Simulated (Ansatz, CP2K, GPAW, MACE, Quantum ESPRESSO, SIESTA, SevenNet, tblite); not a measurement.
**Other levels on random rock-salt alloy of CaS and PbS (64 atoms)**

The cell holds 64 atoms: 24 Ca, 32 S and 8 Pb. Its edges and angles: a = 11.503 Å, b = 11.503 Å, c = 11.503 Å, α = 90.0°, β = 90.0°, γ = 90.0°. It derives from CaS (rock-salt), repeated 2×2×2. Rock-salt CaS, 2 x 2 x 2 conventional cells, 8 of 32 Ca sites given to Pb at random (x = 0.250), lattice by Vegard's rule (a = 5.752 Å); not relaxed, displaced by a Gaussian of 0.02 Å. Then every atom was moved at random, 0.02 Å r.m.s. a Cartesian component.

Geometry: as built.

The reference, a calculation:

```
method                                           : Kohn-Sham DFT, PBE, PAW, plane waves (Ansatz 0.2.0); cutoff 420 eV, Γ point, fermi-dirac smearing of 0.05 eV; PAW set soft_2
r.m.s. force component                           : 0.295 eV/Å
longest force                                    : 1.106 eV/Å
pressure                                         : 2.091 GPa
gap (highest filled to lowest empty level) : 1.891 eV
SCF cycles                                       : 8
time                                             : 8.9 s on 8 threads of Arm Neoverse V2, shared host
CPU time                                         : 62 s
```

Runs, in no order:
A. SIESTA PBE, SZ, shift 0.01 Ry, mesh 300 Ry: Kohn-Sham DFT, PBE, PseudoDojo 0.4.1 norm-conserving pseudopotentials (converted to PSML), numerical atomic orbitals (SZ), diagonalisation
B. GPAW PBE, LCAO dzp, h 0.28 Å: Kohn-Sham DFT, PBE, PAW, atomic orbitals (dzp)
C. QE PBE, sssp-1.3.0-efficiency, 45/360 Ry, rmm-davidson: Kohn-Sham DFT, PBE, SSSP efficiency 1.3.0 pseudopotentials, plane waves
D. CP2K PBE, SZV-MOLOPT-SR, 600/50 Ry, diagonalisation: Kohn-Sham DFT, PBE, GTH-PBE pseudopotentials, Gaussian and plane waves, SZV-MOLOPT-SR-GTH, diagonalisation
E. SIESTA PBE, DZP, shift 0.01 Ry, mesh 300 Ry: Kohn-Sham DFT, PBE, PseudoDojo 0.4.1 norm-conserving pseudopotentials (converted to PSML), numerical atomic orbitals (DZP), diagonalisation

Q: Order them from the smallest to the largest r.m.s. force difference.

C, B, E, A, D.

```
                                                      run  Δ force, r.m.s. (meV/Å)  share of r.m.s. force (%)  CPU time
C. QE PBE, sssp-1.3.0-efficiency, 45/360 Ry, rmm-davidson                     3.97                       1.34    19 min
                          B. GPAW PBE, LCAO dzp, h 0.28 Å                     37.4                       12.7   1.8 min
           E. SIESTA PBE, DZP, shift 0.01 Ry, mesh 300 Ry                      122                       41.5   2.3 min
            A. SIESTA PBE, SZ, shift 0.01 Ry, mesh 300 Ry                      195                       66.1      46 s
   D. CP2K PBE, SZV-MOLOPT-SR, 600/50 Ry, diagonalisation                      394                        133   3.1 min
```

The electronic-structure runs sample only Γ, in a cell whose shortest periodic width is 12 Å.

[Logs are printed without paths, hosts, clocks, repeated set-up lines and the standing remarks that a program may print on its own settings, such as how far it seeks lower states.]

[Hosts, paths, dates, database ids (printed as entryN), source tags and the programs' standing remarks are cut or masked in the printed files.]
